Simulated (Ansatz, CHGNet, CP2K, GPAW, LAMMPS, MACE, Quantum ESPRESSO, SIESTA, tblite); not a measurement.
# GPAW on liquid (Rb,Cs)Cl at 1000 K (84 atoms): settings against a plane-wave reference, part 2 of 2

How do the settings of GPAW change the result for liquid (Rb,Cs)Cl at 1000 K (84 atoms)? A plane-wave run serves as the yardstick.

Program: GPAW 26.7.0; the method stands at each step. Banners, paths, timers and routine set-up lines are dropped from the logs unmarked, and long logs keep their key lines alone; longer cuts are marked.

So far. Step 3 (PBE, plane waves 550 eV): The run ends at a pressure of 0.76 GPa, with forces up to 1.7 eV/Å. Step 4 (PBE, LCAO dzp, h 0.28 Å): Against the first run (25 %), the force difference from the reference is 39 %, at 0.41 times the CPU time: the grid matters here.

### Step 5. PBE, LCAO szp(dzp), h 0.2 Å

Method: Kohn-Sham DFT, PBE, PAW, atomic orbitals (szp(dzp)).

Input file run.py:

```python
import numpy as np
from ase.io import read
from gpaw import GPAW, FermiDirac

atoms = read("structure.xyz")
atoms.calc = GPAW(
    mode="lcao",
    basis="szp(dzp)",
    h=0.2,
    xc="PBE",
    kpts={"size": (1, 1, 1), "gamma": True},
    occupations=FermiDirac(0.05),
    maxiter=200,
    symmetry={"point_group": False},
    txt="gpaw.txt",
)
energy = atoms.get_potential_energy(force_consistent=True)
forces = atoms.get_forces()
print(f"energy {energy:.6f} eV")
print("forces (eV/A)")
for i, (a, f) in enumerate(zip(atoms, forces)):
    print(f"{i:4d} {a.symbol:2s} {f[0]:10.5f} {f[1]:10.5f} {f[2]:10.5f}")
print(f"Fermi level {atoms.calc.get_fermi_level():.4f} eV")
for k in range(len(atoms.calc.get_ibz_k_points())):
    for s in range(atoms.calc.get_number_of_spins()):
        e = atoms.calc.get_eigenvalues(kpt=k, spin=s)
        n = np.searchsorted(e, atoms.calc.get_fermi_level())
        print(f"k {k} spin {s} levels about the Fermi level:", np.round(e[max(n - 6, 0):n], 4).tolist(), "|", np.round(e[n:n + 6], 4).tolist())
```

Input file structure.xyz:

```xyz
84
Lattice="15.58600 0.00000 0.00000 0.00000 15.58600 0.00000 0.00000 0.00000 15.58600" Properties=species:S:1:pos:R:3 pbc="T T T"
[... 84 atom lines left out: the same atoms as in the first run ...]
```

Launch:

```sh
OMP_NUM_THREADS=1 python run.py > output.txt
```

Output:

```text
energy -235.347568 eV
forces (eV/A)
   0 Rb   -0.13717   -0.51476    0.22898
   1 Rb   -0.00497    0.15481   -0.18027
   2 Rb   -0.38839    0.03391   -0.20040
   3 Rb   -1.16346   -1.81754    0.67838
   4 Rb    0.27835   -0.37345    0.42770
   5 Rb    0.40995    0.12616    0.12379
   6 Rb    0.02886   -0.01415    0.29061
   7 Rb   -0.06342   -0.52743    0.06057
   8 Rb    0.14775    0.07633   -0.15206
   9 Rb    0.30333    0.43551    0.21932
  10 Rb    0.02156    0.54205    0.43450
  11 Rb   -0.83070    0.32469    0.15187
  12 Rb   -0.24749    0.16725   -0.45984
  13 Rb    0.10821    0.59543    0.06988
  14 Rb   -0.07976    0.49607   -0.42804
  15 Rb    0.62525    0.24145   -0.11809
  16 Rb    0.58617    0.27185    0.10579
  17 Rb   -0.01305    0.12997   -0.28502
  18 Rb    0.52900    0.03984    0.09588
  19 Rb    0.18454    0.45235   -0.23313
  20 Rb   -0.16214   -0.38835   -0.02625
  21 Rb   -0.66399    0.86219    0.15949
  22 Rb   -0.34261    0.43092    0.24728
  23 Rb    0.81882    0.50442   -0.64069
[...]
76 Cl    0.32466   -0.04151   -0.36256
  77 Cl   -0.39903   -0.00514   -0.04876
  78 Cl    0.30921    0.10482    0.11062
  79 Cl   -0.44464   -0.21764   -0.33397
  80 Cl   -0.71054    0.17736    0.16797
  81 Cl    0.84310   -0.31378    0.56518
  82 Cl   -0.18136   -0.14454   -0.16029
  83 Cl   -0.07471    0.10109    0.31057
Fermi level 1.6393 eV
k 0 spin 0 levels about the Fermi level: [0.2541, 0.28, 0.2879, 0.3146, 0.3199, 0.4165] | [3.7538, 4.5298, 4.6859, 4.6966, 4.7793, 4.8702]
```

gpaw.txt:

```text
Input parameters:
  mode=LCAO(),
  basis={'default': 'szp(dzp)'},
  h=0.2,
  kpts=MonkhorstPack(size=(1, 1, 1), gamma=True),
  maxiter=200,
  occupations=Occupations(name='fermi-dirac', width=0.05, fixmagmom=False),
  symmetry=Symmetry(point_group=False),
  xc=XC(name='PBE')
Unit cell  # Å
| periodic |         x |         y |         z |   lengths |    angles |
[... lines left out ...]
  Fermi-Dirac:
[... lines left out ...]
convergence criteria:
- Maximum [total energy] change in last 3 cyles: 0.0005 eV / valence electron
[... lines left out ...]
Converged in 8 steps
[... lines left out ...]
  Free energy:    -235.347568
  Extrapolated:   -235.347568
dipole moment: (79.700537, 186.875927, -41.922296)  # |e|*Ang
Fermi level: 1.639
Eigenvalues  # (at kpt = [0.000, 0.000, 0.000])
| band index |      eig [eV] | occ [0-2] |
|------------|---------------|-----------|
|          0 |       -26.116 |     2.000 |
|        ... |               |           |
|        328 |         0.221 |     2.000 |
|        329 |         0.229 |     2.000 |
[...]
|        343 |         5.042 |     0.000 |
|        ... |               |           |
|        377 |         6.592 |     0.000 |
Gap: 3.337 eV
Transition (v -> c):
  (s=0, k=0, n=335, [0.00, 0.00, 0.00]) -> (s=0, k=0, n=336, [0.00, 0.00, 0.00])
No difference between direct/indirect transitions
Force computation time: 83.230  # s
timing:  # [seconds]
  Total:  364.945  # ━━━━━━━━━━━━━━━━━━━━━━━━━━━━━━━━━━━━━━━━━━━━━━━━━━━━━━━━
  Init:    13.683  # ━━
  SCF:    267.999  # ━━━━━━━━━━━━━━━━━━━━━━━━━━━━━━━━━━━━━━━━━
  Forces:  83.230  # ━━━━━━━━━━━━━
```

Wall time 6.1 min (1 thread of Arm Neoverse V2, shared host); peak memory 3.2 GiB.

Numbers from this run, and their distance from the reference:

```
r.m.s. force component                           : 0.3946 eV/Å
r.m.s. difference of force components            : 109 meV/Å
longest difference of force vectors              : 622.3 meV/Å
force difference over r.m.s. force               : 33.57 %
slope of forces against the reference's          : 1.183
correlation of force components                  : 0.9728
gap (highest filled to lowest empty level) : 3.337 eV
gap difference                                   : -0.4159 eV
```

This is a coarse setting, run to see what it loses.

Against the first run (25 %), the force difference from the reference is 34 %, at 0.58 times the CPU time, with 925 basis functions against 1514: the smaller basis costs accuracy.

### Step 6. LDA, LCAO dzp, h 0.2 Å

Method: Kohn-Sham DFT, LDA, PAW, atomic orbitals (dzp).

Edit run.py of step 5 so:

```diff
@@ -7,5 +7,5 @@
     mode="lcao",
-    basis="szp(dzp)",
+    basis="dzp",
     h=0.2,
-    xc="PBE",
+    xc="LDA",
     kpts={"size": (1, 1, 1), "gamma": True},
```

structure.xyz is that of step 5.

Output:

```text
energy -269.312929 eV
forces (eV/A)
   0 Rb   -0.15262   -0.30052    0.11317
   1 Rb   -0.04338   -0.05589   -0.14937
   2 Rb   -0.32387   -0.01362   -0.13267
   3 Rb   -0.93311   -1.50188    0.47623
   4 Rb    0.22246   -0.19324    0.35116
   5 Rb    0.33825    0.03150    0.07193
   6 Rb    0.00641   -0.04633    0.36276
   7 Rb   -0.00771   -0.34096    0.03072
   8 Rb    0.18592    0.12954   -0.15424
   9 Rb    0.29151    0.30094    0.15171
  10 Rb    0.00297    0.43941    0.39021
  11 Rb   -0.71703    0.26772   -0.03308
[...]
79 Cl   -0.43954   -0.10616   -0.31965
  80 Cl   -0.54986    0.16129    0.10150
  81 Cl    0.70350   -0.37237    0.46695
  82 Cl   -0.08024   -0.00672   -0.05997
  83 Cl   -0.11183    0.05147    0.22308
Fermi level 1.0490 eV
k 0 spin 0 levels about the Fermi level: [-0.3558, -0.3, -0.2906, -0.2696, -0.2385, -0.1731] | [3.1209, 3.9446, 4.0946, 4.1149, 4.1439, 4.2358]
```

gpaw.txt:

```text
Input parameters:
  mode=LCAO(),
  basis={'default': 'dzp'},
  h=0.2,
  kpts=MonkhorstPack(size=(1, 1, 1), gamma=True),
  maxiter=200,
  occupations=Occupations(name='fermi-dirac', width=0.05, fixmagmom=False),
  symmetry=Symmetry(point_group=False),
  xc=XC(name='LDA')
Unit cell  # Å
[... lines left out ...]
  Fermi-Dirac:
[... lines left out ...]
convergence criteria:
- Maximum [total energy] change in last 3 cyles: 0.0005 eV / valence electron
[... lines left out ...]
Converged in 8 steps
[... lines left out ...]
  Free energy:    -269.312929
[... lines left out ...]
Fermi level: 1.049
[... lines left out ...]
|          0 |       -26.156 |     2.000 |
|        ... |               |           |
|        328 |        -0.423 |     2.000 |
|        329 |        -0.368 |     2.000 |
[...]
|        343 |         4.501 |     0.000 |
|        ... |               |           |
|        377 |         5.895 |     0.000 |
Gap: 3.294 eV
Transition (v -> c):
  (s=0, k=0, n=335, [0.00, 0.00, 0.00]) -> (s=0, k=0, n=336, [0.00, 0.00, 0.00])
No difference between direct/indirect transitions
Force computation time: 141.697  # s
timing:  # [seconds]
  Total:  581.131  # ━━━━━━━━━━━━━━━━━━━━━━━━━━━━━━━━━━━━━━━━━━━━━━━━━━━━━━━━
  Init:    13.774  # ━╸
  SCF:    425.631  # ━━━━━━━━━━━━━━━━━━━━━━━━━━━━━━━━━━━━━━━━━
  Forces: 141.697  # ━━━━━━━━━━━━━╸
```

Run time: 9.7 min. Hardware: 1 thread; peak memory 3.5 GiB.

Against the reference:

| Item | Value |
| --- | --- |
| r.m.s. force component | 0.3204 eV/Å |
| r.m.s. difference of force components | 69.61 meV/Å |
| longest difference of force vectors | 280.3 meV/Å |
| force difference over r.m.s. force | 21.45 % |
| slope of forces against the reference's | 0.9642 |
| correlation of force components | 0.9768 |
| gap (highest filled to lowest empty level) | 3.294 eV |
| gap difference | -0.4592 eV |

Against the first run (25 %), the force difference from the reference is 21 %, at 0.91 times the CPU time; another functional landing nearer a PBE reference means that errors partly cancel.

### Step 7. All runs compared

Differences are against the plane-wave reference, forces as r.m.s. over components; share is that over the reference's r.m.s. force, slope the least-squares factor from reference forces to these. Total energies of different programs have different zeros and aren't compared.

| run | Δ force, r.m.s. (meV/Å) | share (%) | slope | Δ pressure (GPa) | Δ gap (eV) | cores | CPU time | memory (GiB) |
| --- | --- | --- | --- | --- | --- | --- | --- | --- |
| reference | - | - | - | - | - | 8 | 3 min | 4.5 |
| GPAW PBE, LCAO dzp, h 0.2 Å | 82.0 | 25.3 | 1.161 | - | -0.154 | 1 | 11 min | 3.5 |
| GPAW PBE, plane waves 550 eV | 6.34 | 1.95 | 1.017 | -0.0176 | -0.0037 | 4 | 14 min | 4.3 |
| GPAW PBE, LCAO dzp, h 0.28 Å (coarse) | 126 | 38.7 | 1.143 | - | -0.150 | 1 | 4.4 min | 1.6 |
| GPAW PBE, LCAO szp(dzp), h 0.2 Å (coarse) | 109 | 33.6 | 1.183 | - | -0.416 | 1 | 6.1 min | 3.2 |
| GPAW LDA, LCAO dzp, h 0.2 Å | 69.6 | 21.4 | 0.964 | - | -0.459 | 1 | 9.7 min | 3.5 |

Rows marked coarse were listed beforehand as settings not expected to be converged; some can still land near the reference.

CPU time is summed over cores on a shared host, where runs went side by side, so it is rough. Symmetry, cutoffs, thresholds, outputs and thread counts weren't matched or tuned between programs; memory under MPI is the largest rank's times the ranks.

Within one program, basis, potentials and functional, energies share a zero. Each run against its twin at the usual cutoff or grid and solver:

| run | twin | Δ energy (meV/atom) | Δ force, r.m.s. (meV/Å) | CPU time over the twin's |
| --- | --- | --- | --- | --- |
| GPAW PBE, LCAO dzp, h 0.28 Å | LCAO dzp, h 0.2 Å | 195 | 91.6 | 0.41 |

### Step 8. Summary of results

- nearest in forces: GPAW PBE, plane waves 550 eV, 2.0 %
- its CPU time: 14 min

What this shows: PBE on plane waves or a grid with other potentials, cutoffs or grids, coarse settings apart, differs from the reference by 2.0 % (GPAW PBE, plane waves 550 eV) of the r.m.s. force; this holds the reference's own error, so differences of a few per cent don't tell which side is nearer the exact PBE result. The PBE run in local orbitals, coarse settings apart, differs by 25 % (GPAW PBE, LCAO dzp, h 0.2 Å); basis, grid and potentials can all enter. Rows with another functional or a dispersion term differ by 21 % (GPAW LDA, LCAO dzp, h 0.2 Å), which mixes the change of model with differences of basis and potentials. Runs with settings chosen to be coarse differ by 34 % (GPAW PBE, LCAO szp(dzp), h 0.2 Å) to 39 % (GPAW PBE, LCAO dzp, h 0.28 Å), their programs' other errors included. None of the electronic-structure runs in the table takes under half the reference's CPU time of 3 min; they take 1.5 to 4.8 times as much. GPAW PBE, LCAO szp(dzp), h 0.2 Å stiffens the forces by a factor of 1.18 while following their directions (correlation 0.973); the slopes of the 5 GPAW runs lie between 0.96 and 1.18. At the same functional, gaps differ from the reference's 3.75 eV by between -0.42 and -0.00 eV. The frame stands for 1000 K, but pressures are static and levels are smeared at 580 K. The network of bonds at the start is that of the classical potential that made the cell, and needn't be the one that DFT or experiment would give. The ion parameters were fitted for water, not for melts, so the starting structure of this cell may lie well off the real melt's. The electronic-structure runs sample only Γ, in a cell whose shortest periodic width is 16 Å. Spin–orbit coupling is left out, which matters for the levels of the heavy elements.

[Also dropped from logs without a mark: logging warnings of Python, and SIESTA's first energy breakdown and zero terms.]

[Logs are printed without paths, hosts, clocks, repeated set-up lines and the standing remarks that a program may print on its own settings, such as how far it seeks lower states.]

[Hosts, paths, dates, database ids (printed as entryN), source tags and the programs' standing remarks are cut or masked in the printed files.]
